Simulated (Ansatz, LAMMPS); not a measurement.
## Aqueous Cs+ and SO4 2-, 1.9 mol of salt per kg of water, from a frame at 330 K (94 atoms): geometry optimisation

Aim: bring aqueous Cs+ and SO4 2-, 1.9 mol of salt per kg of water, from a frame at 330 K (94 atoms) to a nearby minimum of the energy and see what moves.

Method: Kohn-Sham DFT, PBE+D4, PAW (set soft_2), plane waves, in Ansatz 0.2.0.

Most raw output is cut from this account.

### 1. The structure

The cell holds 94 atoms: 33 O, 1 S, 58 H and 2 Cs. Cell: a = 9.892 Å, b = 9.892 Å, c = 9.892 Å, α = 90.0°, β = 90.0°, γ = 90.0°. 29 H2O, 2 Cs+, 1 SO4 2- placed at random, at 1.52 g/cm³; overlaps pushed apart, then 10 ps at 420 K with Joung-Cheatham ions (J. Phys. Chem. B 112, 9020 (2008)); MMFF94 bonds, angles, torsions, charges and radii (Halgren, J. Comput. Chem. 17, 490 (1996)) in harmonic and 12-6 forms; SPC/E water (Berendsen, Grigera and Straatsma, J. Phys. Chem. 91, 6269 (1987)). Snapshot after 20 ps at 330 K and fixed volume.

Limits known from the start: The network of contacts between molecules at the start is that of the classical potential that made the cell. The concentration wasn't checked against solubility and may exceed it. The density was typed from a rule of thumb and may lie off the real one at this temperature. Only the Γ point is sampled, in a cell whose shortest periodic width is 10 Å. The levels lack spin–orbit coupling, which is large for the heavy elements here.

### 2. Making the structure

A classical potential makes the cell, at a small fraction of what the same run would cost in DFT.

This step: classical MD, Joung-Cheatham ions (J. Phys. Chem. B 112, 9020 (2008)); MMFF94 bonds, angles, torsions, charges and radii (Halgren, J. Comput. Chem. 17, 490 (1996)) in harmonic and 12-6 forms; SPC/E water (Berendsen, Grigera and Straatsma, J. Phys. Chem. 91, 6269 (1987)) (LAMMPS 22 Jul 2025 - Update 4).

in.lmp reads:

```
# aqueous Cs+ and SO4 2-, 1.9 mol of salt per kg of water
units real
atom_style full
boundary p p p
bond_style harmonic
angle_style harmonic
dihedral_style opls
improper_style harmonic
special_bonds lj 0 0 0.5 coul 0 0 0.75
read_data data.lmp
neigh_modify delay 0 every 1 check yes one 4000
comm_modify cutoff 12.0
timestep 0.5
thermo_style custom step time temp pe press density
thermo_modify norm yes
# push overlapping molecules apart
pair_style soft 2.6
pair_coeff * * 0.0
variable a equal ramp(1,60)
fix ad all adapt 1 pair soft a * * v_a
velocity all create 420 873267 mom yes dist gaussian
fix lim all nve/limit 0.03
fix lan all langevin 420 420 50 873268 zero yes
thermo 1000
run 3000 post no
unfix ad
pair_style lj/cut/coul/long 8.9
pair_modify mix arithmetic tail yes
pair_coeff 1 1 0.0763 3.0960   # O
pair_coeff 2 2 0.2681 3.4180   # S
pair_coeff 3 3 0.1553 3.1660   # O
pair_coeff 4 4 0.0000 1.0000   # H
pair_coeff 5 5 0.0899 3.6010   # Cs
kspace_style pppm 1.0e-4
# [... 18 lines left out ...]
compute msd all msd com yes
thermo 5000
fix md all nvt temp 330 330 100
run 20000 post no
print "== T330: mean square displacement over the hold $(c_msd[4]:%.2f) A^2"
unfix md
uncompute msd
write_dump all custom T330.dump id type xs ys zs modify sort id
```

Started as:

```bash
> lmp -in in.lmp -log none -nocite
```

Run time: 13 s. Hardware: 1 thread of Arm Neoverse V2, shared host; peak memory 0.12 GiB.

The input also reads data.lmp (atoms, bonds and types; not printed here).

### 3. Single point at the start

A single point comes first, to see the forces before anything moves.

input.yaml reads:

```yaml
crystal:
  lattice:
    - [9.89209, 0.0, 0.0]
    - [0.0, 9.89209, 0.0]
    - [0.0, 0.0, 9.89209]
  atoms:
    - { symbol: O, position: [0.53645, 0.38064, 0.20999] }
    - { symbol: S, position: [0.50158, 0.40515, 0.34903] }
    - { symbol: O, position: [0.35548, 0.42921, 0.35557] }
    - { symbol: O, position: [0.52873, 0.2986, 0.44768] }
    - { symbol: O, position: [0.56569, 0.52713, 0.39317] }
    - { symbol: O, position: [0.10092, 0.97226, 0.67089] }
    - { symbol: H, position: [0.10101, 0.00638, 0.76606] }
    - { symbol: H, position: [0.09472, 0.05043, 0.60709] }
    - { symbol: O, position: [0.30599, 0.59737, 0.84786] }
    - { symbol: H, position: [0.36027, 0.5298, 0.89989] }
    - { symbol: H, position: [0.35731, 0.62557, 0.76546] }
    - { symbol: O, position: [0.26156, 0.96268, 0.12443] }
    - { symbol: H, position: [0.29723, 0.00283, 0.21008] }
    - { symbol: H, position: [0.30246, 0.8713, 0.11045] }
    - { symbol: O, position: [0.36406, 0.10645, 0.35733] }
    - { symbol: H, position: [0.27738, 0.15353, 0.3352] }
    - { symbol: H, position: [0.43411, 0.17487, 0.38242] }
    - { symbol: O, position: [0.74804, 0.1889, 0.86756] }
    - { symbol: H, position: [0.8265, 0.20868, 0.80697] }
    - { symbol: H, position: [0.66512, 0.23374, 0.83104] }
    - { symbol: O, position: [0.99304, 0.72504, 0.32185] }
    - { symbol: H, position: [0.94413, 0.65117, 0.37052] }
    - { symbol: H, position: [0.95782, 0.81469, 0.35255] }
    - { symbol: O, position: [0.41844, 0.10716, 0.92554] }
    - { symbol: H, position: [0.36402, 0.07419, 0.0041] }
    - { symbol: H, position: [0.38015, 0.06956, 0.83987] }
    - { symbol: O, position: [0.88899, 0.51652, 0.92055] }
    - { symbol: H, position: [0.94969, 0.58028, 0.97025] }
    - { symbol: H, position: [0.80015, 0.51038, 0.9684] }
    - { symbol: O, position: [0.55513, 0.30988, 0.70787] }
    - { symbol: H, position: [0.474, 0.36314, 0.73616] }
    - { symbol: H, position: [0.56029, 0.3074, 0.60694] }
    - { symbol: O, position: [0.61311, 0.76712, 0.31931] }
    - { symbol: H, position: [0.5261, 0.8131, 0.29617] }
    - { symbol: H, position: [0.59364, 0.67678, 0.36027] }
    - { symbol: O, position: [0.10969, 0.0357, 0.91619] }
    - { symbol: H, position: [0.09369, 0.1355, 0.91419] }
    - { symbol: H, position: [0.17713, 0.01383, 0.98825] }
    - { symbol: O, position: [0.1473, 0.26418, 0.26204] }
    - { symbol: H, position: [0.21858, 0.31481, 0.31279] }
    - { symbol: H, position: [0.14644, 0.2947, 0.16568] }
    - { symbol: O, position: [0.79138, 0.68599, 0.70493] }
    - { symbol: H, position: [0.8906, 0.6679, 0.71187] }
    - { symbol: H, position: [0.74087, 0.61881, 0.76109] }
    - { symbol: O, position: [0.4129, 0.75104, 0.03672] }
    - { symbol: H, position: [0.39173, 0.7015, 0.12226] }
    - { symbol: H, position: [0.35413, 0.71623, 0.9622] }
    - { symbol: O, position: [0.40567, 0.3902, 0.99119] }
    - { symbol: H, position: [0.44058, 0.30397, 0.95165] }
    - { symbol: H, position: [0.44808, 0.40537, 0.08169] }
    - { symbol: O, position: [0.72255, 0.14304, 0.12965] }
    - { symbol: H, position: [0.7487, 0.16727, 0.03505] }
    - { symbol: H, position: [0.66272, 0.21516, 0.16758] }
    - { symbol: O, position: [0.82952, 0.96984, 0.31257] }
    - { symbol: H, position: [0.79109, 0.03523, 0.24574] }
    - { symbol: H, position: [0.76694, 0.89105, 0.32243] }
    - { symbol: O, position: [0.07829, 0.67668, 0.69278] }
    - { symbol: H, position: [0.06867, 0.7761, 0.67719] }
    - { symbol: H, position: [0.16815, 0.65775, 0.73505] }
    - { symbol: O, position: [0.18764, 0.41468, 0.57575] }
    - { symbol: H, position: [0.25029, 0.44085, 0.50085] }
    - { symbol: H, position: [0.11977, 0.48821, 0.59015] }
    - { symbol: O, position: [0.99502, 0.73836, 0.03435] }
    - { symbol: H, position: [0.00727, 0.71129, 0.13098] }
    - { symbol: H, position: [0.01752, 0.83634, 0.0237] }
    - { symbol: O, position: [0.1437, 0.30936, 0.96406] }
    - { symbol: H, position: [0.0962, 0.38339, 0.91424] }
    - { symbol: H, position: [0.24354, 0.32464, 0.95995] }
    - { symbol: O, position: [0.27782, 0.66006, 0.26167] }
    - { symbol: H, position: [0.32541, 0.58116, 0.30326] }
    - { symbol: H, position: [0.18018, 0.65811, 0.28778] }
    - { symbol: O, position: [0.94736, 0.35965, 0.71749] }
    - { symbol: H, position: [0.04576, 0.37643, 0.70151] }
    - { symbol: H, position: [0.91586, 0.41566, 0.79553] }
    - { symbol: O, position: [0.64958, 0.91087, 0.62395] }
    - { symbol: H, position: [0.55277, 0.88206, 0.6279] }
    - { symbol: H, position: [0.70922, 0.82943, 0.62936] }
    - { symbol: O, position: [0.3369, 0.91256, 0.54599] }
    [... 10 atom lines left out ...]
    - { symbol: H, position: [0.47565, 0.58649, 0.55889] }
    - { symbol: O, position: [0.07772, 0.17883, 0.50006] }
    - { symbol: H, position: [0.11641, 0.26994, 0.52061] }
    - { symbol: H, position: [0.06975, 0.16742, 0.39994] }
    - { symbol: Cs, position: [0.78974, 0.2129, 0.49644] }
    - { symbol: Cs, position: [0.66384, 0.88905, 0.94939] }
kpoints:
  mp_grid: { grid: [1, 1, 1] }
hamiltonian:
  xc: pbe
  dispersion: d4
scf:
  occupations: { method: fermi_dirac, width: 0.025 }
output:
  forces: true
  stress: true
  populations: true
  dos:
    method: { smearing: { sigma: 0.1 } }
    de: 0.1
    projected: { site_lists: { Cs: [Cs], H: [H], O: [O], S: [S] } }
  eigenvalues: true
```

Started as:

```bash
> ansatz run input.yaml --threads 4 --pin off --max-ram 8192MiB --backend cpu --events-out ev --progress --plain --runs-dir out
```

Wall time 8.9 s (4 threads of Arm Neoverse V2, shared host); peak memory 1.1 GiB.

The program notes that the dispersion model switches parameters near this geometry.

Numbers from this run:

* free energy: -31905.7290 eV
* free energy per atom: -339.4226 eV/atom
* SCF cycles: 9
* pressure: -0.01166 GPa
* r.m.s. force component: 0.6462 eV/Å
* longest force: 3.369 eV/Å
* Fermi energy: 1.021 eV
* gap (highest filled to lowest empty level): 4.241 eV
* spilling of the projection: 0.01144

The r.m.s. force component of 0.65 eV/Å and the pressure of -0.012 GPa set the starting point.

Length of the force by element:

```
element  coordination  atoms  mean length of the force (eV/Å)  spread  least  most
     Cs           all      2                            0.735   0.468  0.267  1.20
      H           all     58                            0.977   0.323  0.321  1.55
      O           all     33                            0.946   0.673  0.222  3.37
      S           all      1                             3.22       0   3.22  3.22
```

### 4. Relaxation

With the cell held, the atoms are moved downhill towards a nearby minimum.

input.yaml, the sections that differ from step 3:

```yaml
output:
  forces: true
relax:
  f_tol: 0.05
  max_steps: 200
# crystal, kpoints, hamiltonian, scf: as in step 3
```

It took 2.2 min on 4 threads; peak memory 1.1 GiB.

Notices of the run: relaxed geometry near dispersion switch.

The steps of the relaxation (22 of 25):

```csv
step,energy less that of the first step (eV),largest force component (eV/Å)
1,0.0000,2.8671
2,-2.5520,1.7498
3,-4.2826,0.7013
4,-4.9340,0.7127
6,-5.6321,0.3492
7,-5.8489,0.5336
8,-6.0054,0.5078
9,-6.1123,0.5410
10,-6.1820,0.4582
11,-6.2198,0.1267
12,-6.2385,0.1112
14,-6.2607,0.0963
15,-6.2681,0.0784
16,-6.2766,0.1172
17,-6.2828,0.1597
18,-6.2855,0.4842
19,-6.2911,0.8290
20,-6.3146,0.1453
22,-6.2925,0.4004
23,-6.3414,0.4468
24,-6.3492,0.0349
25,-6.3492,0.0363
```

Relaxation step 22 was tried and not accepted.

The atoms that moved most (Å):

| atom | dx | dy | dz | length |
| --- | --- | --- | --- | --- |
| H31 | 0.854 | 1.188 | -0.444 | 1.529 |
| H67 | -0.682 | -0.379 | 1.314 | 1.528 |
| O12 | 1.132 | 0.276 | -0.807 | 1.417 |
| H13 | 0.957 | 0.147 | -0.718 | 1.206 |
| H25 | 0.688 | 0.017 | -0.915 | 1.145 |
| H44 | 0.713 | -0.663 | -0.534 | 1.111 |
| O27 | 0.466 | -0.158 | 0.968 | 1.086 |
| O66 | -0.569 | -0.446 | 0.806 | 1.083 |

The relaxation changed the energy by -67.5 meV/atom, and atoms moved by 0.67 Å r.m.s., 1.5 Å at most.

### 5. Distances and neighbours after relaxation

Density 1.52 g/cm³, 10.30 Å³ an atom.

g(r), total and by pair (bins of 0.2 Å):

```csv
r (Å),total,H-H,H-O,H-Cs,H-S,O-O,O-Cs
0.90,4.67,0.00,10.80,0.00,0.00,0.00,0.00
1.10,0.58,0.00,1.34,0.00,0.00,0.00,0.00
1.30,0.00,0.00,0.00,0.00,0.00,0.00,0.00
1.50,1.16,2.54,0.09,0.00,0.00,0.00,0.00
1.70,0.95,0.17,2.02,0.00,0.00,0.00,0.00
1.90,0.53,0.06,1.17,0.00,0.00,0.00,0.00
2.10,0.60,1.37,0.19,0.00,0.00,0.00,0.00
2.30,0.62,1.56,0.07,0.00,0.00,0.00,0.00
2.50,0.63,1.31,0.06,0.00,0.00,0.82,0.00
2.70,0.75,0.56,0.16,0.00,3.48,3.45,0.00
2.90,0.87,0.48,0.99,0.38,3.96,1.56,0.00
3.10,0.98,0.57,1.42,1.34,1.41,0.22,4.29
3.30,1.26,1.08,1.66,1.20,0.00,0.66,1.10
3.50,1.27,1.29,1.30,2.75,1.07,0.63,2.41
3.70,1.11,1.07,1.27,0.48,0.47,0.78,1.26
3.90,1.17,1.23,0.93,2.42,0.43,1.54,1.16
4.10,1.10,1.05,1.14,1.41,0.41,1.35,0.00
4.30,0.99,1.00,0.91,1.08,2.82,1.04,0.95
4.50,1.06,1.11,1.04,0.50,1.01,1.08,1.44
4.70,0.95,1.04,0.82,0.88,1.18,1.15,1.60
```

(Continued in part 2 of 2.)

[Logs are printed without paths, hosts, clocks, repeated set-up lines and the standing remarks that a program may print on its own settings, such as how far it seeks lower states.]

[Hosts, paths, dates, database ids (printed as entryN), source tags and the programs' standing remarks are cut or masked in the printed files.]

[The MMFF94 radii named for the starting cell were scaled by 0.96; in molecules described by MMFF94, hydrogen bound to N, O or S took a small fixed 12-6 site in their place.]
